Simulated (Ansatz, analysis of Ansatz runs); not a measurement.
## Can an added electron hop between Ti atoms in ThTi2O6 (C2/m)?

Question: does an added electron stay on the Ti atom where it is started in ThTi2O6 (C2/m), and if so, how high is the barrier for a hop to another Ti site nearby? Model: a cell of 72 host atoms.

Main program and level: Ansatz 0.2.0; plane-wave PAW DFT, PBEsol+U; relaxation of all atoms of a supercell at fixed charge in a uniform background; PAW set soft_1.

Most raw output is cut from this account.

In doubt: warnings of the run leave room for a lower electronic state (Ansatz), so energies may not be the lowest and differences between runs may mislead.

## Step 1: Starting point

The cell holds 72 atoms: 8 Th, 16 Ti and 48 O. Cell: a = 7.618 Å, b = 10.564 Å, c = 13.084 Å, α = 71.9°, β = 73.1°, γ = 68.9°. It derives from ThTi2O6 (space group C2/m). Nearest the centre at fractional (0.000, 0.750, 0.750): O70 at 1.22 Å, O35 at 1.22 Å, Ti66 at 1.52 Å, Ti29 at 1.52 Å, O68 at 2.73 Å, O31 at 2.73 Å, O32 at 2.73 Å, O67 at 2.73 Å.

Hubbard terms: Th f 5.0 eV, Ti d 4.5 eV. They were chosen, not fitted, to curb self-interaction in the shells named, the trial site's among them. The two sites are Ti29 and Ti66. The cell's shortest repeat is 7.6 Å.

## Step 2: The cell without the carrier

The neutral cell is relaxed first, from small random displacements, so that bond lengths and moments with the carrier can be set beside those of a relaxed cell without it.

Contents of neutral.relax/input.yaml:

```yaml
crystal:
  lattice:
    - [0.0, -7.61763912, 0.0]
    - [-9.85324955, -3.80881956, 0.03697042]
    - [-2.93856261, -3.80881956, -12.16792279]
  atoms:
    - { symbol: Th, position: [0.0, 0.0, 0.0] }
    - { symbol: Ti, position: [0.088407, 0.126526, 0.19666] }
    - { symbol: Ti, position: [0.411593, 0.373474, 0.30334] }
    - { symbol: O, position: [0.362013, 0.074882, 0.201092] }
    - { symbol: O, position: [0.137987, 0.425118, 0.298908] }
    - { symbol: O, position: [0.172551, 0.101852, 0.053047] }
    - { symbol: O, position: [0.487625, 0.180239, 0.344512] }
    - { symbol: O, position: [0.012375, 0.319761, 0.155488] }
[... 60 atom lines left out ...]
    - { symbol: O, position: [0.672551, 0.601852, 0.553047] }
    - { symbol: O, position: [0.987625, 0.680239, 0.844512] }
    - { symbol: O, position: [0.512375, 0.819761, 0.655488] }
    - { symbol: O, position: [0.827449, 0.898148, 0.946953] }
basis:
  ecutwfc: 420
  xc_grid: 2
hamiltonian:
  xc: pbesol
  hubbard:
    sites:
      - { species: Th, l: f, u_eff: 5.0 }
      - { species: Ti, l: d, u_eff: 4.5 }
    projectors: ortho-atomic
  pseudopotentials: { kind: paw, azcp: { folder: soft_1 }, xc_functional: pbe }
kpoints:
  mp_grid: { grid: [1, 1, 1] }
scf:
  occupations: { method: fermi_dirac, width: 0.01 }
  max_iter: 120
  lower_state_search: "off"
output:
  forces: true
relax:
  f_tol: 0.02
  max_steps: 70
  random_displacement: { amplitude: 0.04, seed: 3112 }
checkpoint:
  write: "../neutral.relax.run"
  compress: false
  write_wavefunctions: true
  write_every: 100000
```

The run is started by

```bash
$ ansatz run input.yaml --threads 32 --pin off --max-ram 84787MiB --backend cuda --events-out ev --progress --plain --runs-dir out --max-vram 78GiB
```

The job ended after 4.5 s (1 × NVIDIA GB200 with 32 threads of Arm Neoverse V2, shared host; peak memory 1.4 GiB; 19 s of CPU time).

The largest displacement from an ideal site is 0.060 Å.

## Step 3: The electron on the first site

The nearest neighbour or neighbours of the site start displaced and the site's starting moment is changed by the carrier's spin, since a carrier doesn't trap itself in the undistorted lattice.

Contents of A.relax/input.yaml:

```yaml
crystal:
  lattice:
    - [0.0, -7.61763912, 0.0]
    - [-9.85324955, -3.80881956, 0.03697042]
    - [-2.93856261, -3.80881956, -12.16792279]
  atoms:
    - { symbol: Th, position: [-0.000398, -1.0e-06, -4.4e-05] }
    - { symbol: Ti, position: [0.087686, 0.127137, 0.196672] }
    - { symbol: Ti, position: [0.411821, 0.372489, 0.303315] }
    - { symbol: O, position: [0.362513, 0.073603, 0.200478] }
    - { symbol: O, position: [0.136752, 0.426195, 0.299682] }
    - { symbol: O, position: [0.170264, 0.10722, 0.051741] }
    - { symbol: O, position: [0.48944, 0.178277, 0.342916] }
    - { symbol: O, position: [0.010923, 0.32131, 0.156865] }
[... 60 atom lines left out ...]
    - { symbol: O, position: [0.670383, 0.607455, 0.551614] }
    - { symbol: O, position: [0.983191, 0.681278, 0.851542] }
    - { symbol: O, position: [0.510912, 0.821315, 0.656985] }
    - { symbol: O, position: [0.829567, 0.89184, 0.948475] }
total_charge: -1
basis:
  ecutwfc: 420
  xc_grid: 2
hamiltonian:
  xc: pbesol
  hubbard:
    sites:
      - { species: Th, l: f, u_eff: 5.0 }
      - { species: Ti, l: d, u_eff: 4.5 }
    projectors: ortho-atomic
  pseudopotentials: { kind: paw, azcp: { folder: soft_1 }, xc_functional: pbe }
kpoints:
  mp_grid: { grid: [1, 1, 1] }
magnetization:
  spin_polarized: true
  initial_magnetization: 1
  spin_locking: { lock_magnetization: hard }
scf:
  occupations: { method: fermi_dirac, width: 0.01 }
  max_iter: 120
  lower_state_search: "off"
output:
  forces: true
relax:
  f_tol: 0.015
  max_steps: 70
  escape_saddle: false
checkpoint:
  write: "../A.relax.run"
  compress: false
  write_wavefunctions: true
  write_every: 100000
```

Run time: 16 s. Hardware: 1 × NVIDIA GB200 with 32 threads; peak memory 1.6 GiB.

The steps of the relaxation:

```csv
step,energy less that of the first step (eV),largest force component (eV/Å)
1,0.0000,1.8506
2,-0.2412,0.8035
3,-0.3687,0.2095
4,-0.3792,0.1118
5,-0.3853,0.0338
6,-0.3868,0.0375
7,-0.3880,0.0410
8,-0.3887,0.0398
9,-0.3898,0.0273
10,-0.3915,0.0436
11,-0.3928,0.0803
12,-0.3603,0.3522
13,-0.3973,0.0886
14,-0.3981,0.0941
15,-0.3991,0.0305
16,-0.3994,0.0283
17,-0.3997,0.0148
```

Relaxation step 12 was tried and not accepted.

The atoms that moved most (Å):

```csv
atom,dx,dy,dz,length
O49,-0.121,-0.001,-0.206,0.239
O59,0.073,-0.001,0.182,0.196
Th10,0.159,-0.001,0.080,0.178
O14,-0.114,0.001,0.079,0.139
Th46,-0.095,-0.001,-0.093,0.133
O51,0.059,-0.097,-0.052,0.125
O15,0.061,0.094,-0.055,0.125
O27,-0.010,-0.097,0.058,0.113
```

The moves above count from the input, in which the site's nearest neighbours were already displaced; the distances below compare with the cell without the carrier.

Distances from Ti29 without and with the electron:

```csv
atom,without (Å),with (Å)
O35,1.86,1.93
O33,1.87,2.01
O67,1.97,2.05
O31,1.97,2.05
O70,2.01,2.07
O14,2.09,2.12
```

The largest changes of the moments are 0.66 μB on Ti29, 0.02 μB on Ti65 and -0.01 μB on O35. The largest part sits on the chosen site.

## Step 4: The electron on the second site

The same start is made on the second site, to get the end of the hop.

Contents of B.relax/input.yaml:

```yaml
crystal:
  lattice:
    - [0.0, -7.61763912, 0.0]
    - [-9.85324955, -3.80881956, 0.03697042]
    - [-2.93856261, -3.80881956, -12.16792279]
  atoms:
    - { symbol: Th, position: [-0.000398, -1.0e-06, -4.4e-05] }
    - { symbol: Ti, position: [0.087686, 0.127137, 0.196672] }
[... 26 atom lines left out ...]
    - { symbol: Ti, position: [0.087833, 0.627134, 0.69657] }
[... 1 atom line left out ...]
    - { symbol: O, position: [0.363043, 0.573496, 0.699959] }
[... 3 atom lines left out ...]
    - { symbol: O, position: [0.016545, 0.818403, 0.648246] }
[... 30 atom lines left out ...]
    - { symbol: Ti, position: [0.911662, 0.872526, 0.803233], spin: 1.0 }
    - { symbol: O, position: [0.862738, 0.573567, 0.700347] }
[... 2 atom lines left out ...]
    - { symbol: O, position: [0.994041, 0.665625, 0.845495] }
[... 1 atom line left out ...]
    - { symbol: O, position: [0.824153, 0.893457, 0.957684] }
total_charge: -1
basis:
  ecutwfc: 420
  xc_grid: 2
hamiltonian:
  xc: pbesol
  hubbard:
    sites:
      - { species: Th, l: f, u_eff: 5.0 }
      - { species: Ti, l: d, u_eff: 4.5 }
    projectors: ortho-atomic
  pseudopotentials: { kind: paw, azcp: { folder: soft_1 }, xc_functional: pbe }
kpoints:
  mp_grid: { grid: [1, 1, 1] }
magnetization:
  spin_polarized: true
  initial_magnetization: 1
  spin_locking: { lock_magnetization: hard }
scf:
  occupations: { method: fermi_dirac, width: 0.01 }
  max_iter: 120
  lower_state_search: "off"
output:
  forces: true
relax:
  f_tol: 0.015
  max_steps: 70
  escape_saddle: false
checkpoint:
  write: "../B.relax.run"
  compress: false
  write_wavefunctions: true
  write_every: 100000
```

It took 16 s on 1 × NVIDIA GB200 with 32 threads; peak memory 1.6 GiB; 82 s of CPU time.

Distances from Ti66 without and with the electron:

```csv
atom,without (Å),with (Å)
O70,1.86,1.93
O72,1.87,2.01
O32,1.97,2.05
O68,1.97,2.05
O35,2.01,2.07
O49,2.09,2.11
```

The largest changes of the moments are 0.66 μB on Ti66, 0.02 μB on Ti30 and -0.01 μB on O70. The largest part sits on the chosen site.

## Step 5: Points on the line between the two structures

All atoms move on the straight line between the two relaxed structures, 5.62 amu^1/2 Å long in mass-weighted terms. Each point starts from the state of the point before, once from either end, so that both localised states can be followed; the midpoint is also started with the carrier shared.

Contents of A.x0500/input.yaml:

```yaml
crystal:
  lattice:
    - [0.0, -7.61763912, 0.0]
    - [-9.85324955, -3.80881956, 0.03697042]
    - [-2.93856261, -3.80881956, -12.16792279]
  atoms:
    - { symbol: Th, position: [0.000482, -0.00145, -0.001277] }
    - { symbol: Ti, position: [0.087735, 0.127919, 0.195752] }
[... 26 atom lines left out ...]
    - { symbol: Ti, position: [0.087443, 0.629368, 0.695015], spin: 1.0 }
[... 1 atom line left out ...]
    - { symbol: O, position: [0.369594, 0.571883, 0.696451] }
    - { symbol: O, position: [0.138118, 0.927757, 0.80359] }
[... 2 atom lines left out ...]
    - { symbol: O, position: [0.009083, 0.825566, 0.655578] }
[... 30 atom lines left out ...]
    - { symbol: Ti, position: [0.911977, 0.870307, 0.804889] }
[... 3 atom lines left out ...]
    - { symbol: O, position: [0.990343, 0.674092, 0.844309] }
[... 1 atom line left out ...]
    - { symbol: O, position: [0.826989, 0.888219, 0.956842] }
total_charge: -1
basis:
  ecutwfc: 420
  xc_grid: 2
hamiltonian:
  xc: pbesol
  hubbard:
    sites:
      - { species: Th, l: f, u_eff: 5.0 }
      - { species: Ti, l: d, u_eff: 4.5 }
    projectors: ortho-atomic
  pseudopotentials: { kind: paw, azcp: { folder: soft_1 }, xc_functional: pbe }
kpoints:
  mp_grid: { grid: [1, 1, 1] }
magnetization:
  spin_polarized: true
  initial_magnetization: 1
  spin_locking: { lock_magnetization: hard }
scf:
  occupations: { method: fermi_dirac, width: 0.01 }
  max_iter: 120
  lower_state_search: "off"
output:
  forces: true
  eigenvalues: true
  eigenstates: { localisation: true }
  write_density: true
  write_potential: true
  volumetric_format: npy
checkpoint:
  read: "../A.x0375.run"
  write: "../A.x0500.run"
  compress: false
  write_wavefunctions: true
  write_every: 100000
```

Wall time 2.6 s (1 × NVIDIA GB200 with 32 threads); peak memory 1.5 GiB; 11 s of CPU time.

States next to the filling edge at the first k-point, on the run's own zero (eigenstates.tsv). The participation number counts the atoms that a state is spread over, of 72; bands count from 0.

```csv
spin,band,energy (eV),occupation,participation,largest share on,share
down,282,8.655,1.00,21.2,O33,0.14
down,283,8.685,1.00,25.3,O53,0.06
down,284,8.716,1.00,28.4,O34,0.08
down,285,8.742,1.00,10.7,O69,0.24
down,286,8.800,1.00,22.6,O33,0.10
down,287,8.870,1.00,6.0,O33,0.35
down,288,12.389,0.00,14.7,Ti66,0.16
down,289,12.520,0.00,13.9,Ti66,0.17
down,290,12.554,0.00,5.4,Ti66,0.36
down,291,12.610,0.00,12.6,Ti66,0.16
down,292,12.633,0.00,6.5,Ti66,0.31
up,283,8.685,1.00,25.3,O17,0.06
up,284,8.709,1.00,13.6,O69,0.20
up,285,8.717,1.00,28.1,O34,0.08
up,286,8.802,1.00,22.6,O33,0.10
up,287,8.834,1.00,9.4,O33,0.26
up,288,11.273,1.00,2.6,Ti29,0.60
up,289,12.292,0.00,3.7,Ti66,0.49
up,290,12.435,0.00,13.8,Ti66,0.17
up,291,12.512,0.00,7.4,Ti66,0.30
up,292,12.573,0.00,9.4,Ti38,0.19
up,293,12.610,0.00,5.2,Ti66,0.39
```

Under PBEsol+U (4.5, 5 eV) at the zone centre alone, the highest filled state is spin up, spread over 3 of 72 atoms, and the lowest empty one, 1.02 eV above it, is spin up, spread over 4 of 72 atoms.

The largest moments in the atoms' spheres: Ti29 0.60, Ti66 0.05, Ti65 0.04, O35 -0.02, O70 -0.01, O67 -0.01 μB.

Free energies from the first end:

```csv
started from,fraction,energy (eV),moment change on Ti29 (μB),on Ti66 (μB)
first site,0,0.000,0.66,0.01
first site,0.125,0.018,0.65,0.01
first site,0.25,0.072,0.64,0.02
first site,0.375,0.159,0.62,0.03
first site,0.5,0.276,0.60,0.05
first site,0.625,0.158,0.03,0.62
second site,0.875,0.018,0.01,0.65
second site,0.75,0.071,0.02,0.64
second site,0.625,0.158,0.03,0.62
second site,0.5,0.275,0.05,0.60
second site,0.375,0.159,0.62,0.03
shared,0.5,0.342,0.36,0.36
second site,1,0.000,0.01,0.66
```

## Step 6: Summary of results

| Item | Value |
| --- | --- |
| barrier forward | 0.28 eV |
| barrier backward | 0.28 eV |
| distance of the two sites without the carrier | 3.02 Å |
| carrier at the midpoint | on one site |

**Reading.** On this line the electron must cross 0.28 eV to hop 3.02 Å; both ends have the same energy within 0.005 eV. At the midpoint the lowest state found keeps the carrier on one site, so the two localised curves cross in a cusp. This suggests weak coupling and a hop slower than the barrier alone implies, though U itself penalises the shared state. With an assumed attempt frequency of 1e13 per second the rate at 300 K would be 2e+08 per second for this barrier, if every crossing succeeded. A straight line need not be the lowest path, so the true barrier at this U can be lower, or higher if the ends can still break their symmetry. No run compares the localised electron with one spread in the band, so its binding is unknown and the barrier may exceed it. The program's search for lower electronic states was switched off in all runs, so that each state is followed; none is shown to be the lowest at its structure. No image-charge correction is applied; it nearly cancels along the line while the charge stays localised. What this leaves open: sampling at the zone centre alone can move energies of charged and open-shell states by tenths of an eV or more in cells of this size; the images are only 7.6 Å apart; gap and trapping depend on the U chosen (Th f 5.0 eV, Ti d 4.5 eV); spin–orbit coupling, which can matter with heavy atoms, is left out.

[Logs are printed without paths, hosts, clocks, repeated set-up lines and the standing remarks that a program may print on its own settings, such as how far it seeks lower states.]

[Hosts, paths, dates, database ids (printed as entryN), source tags and the programs' standing remarks are cut or masked in the printed files.]
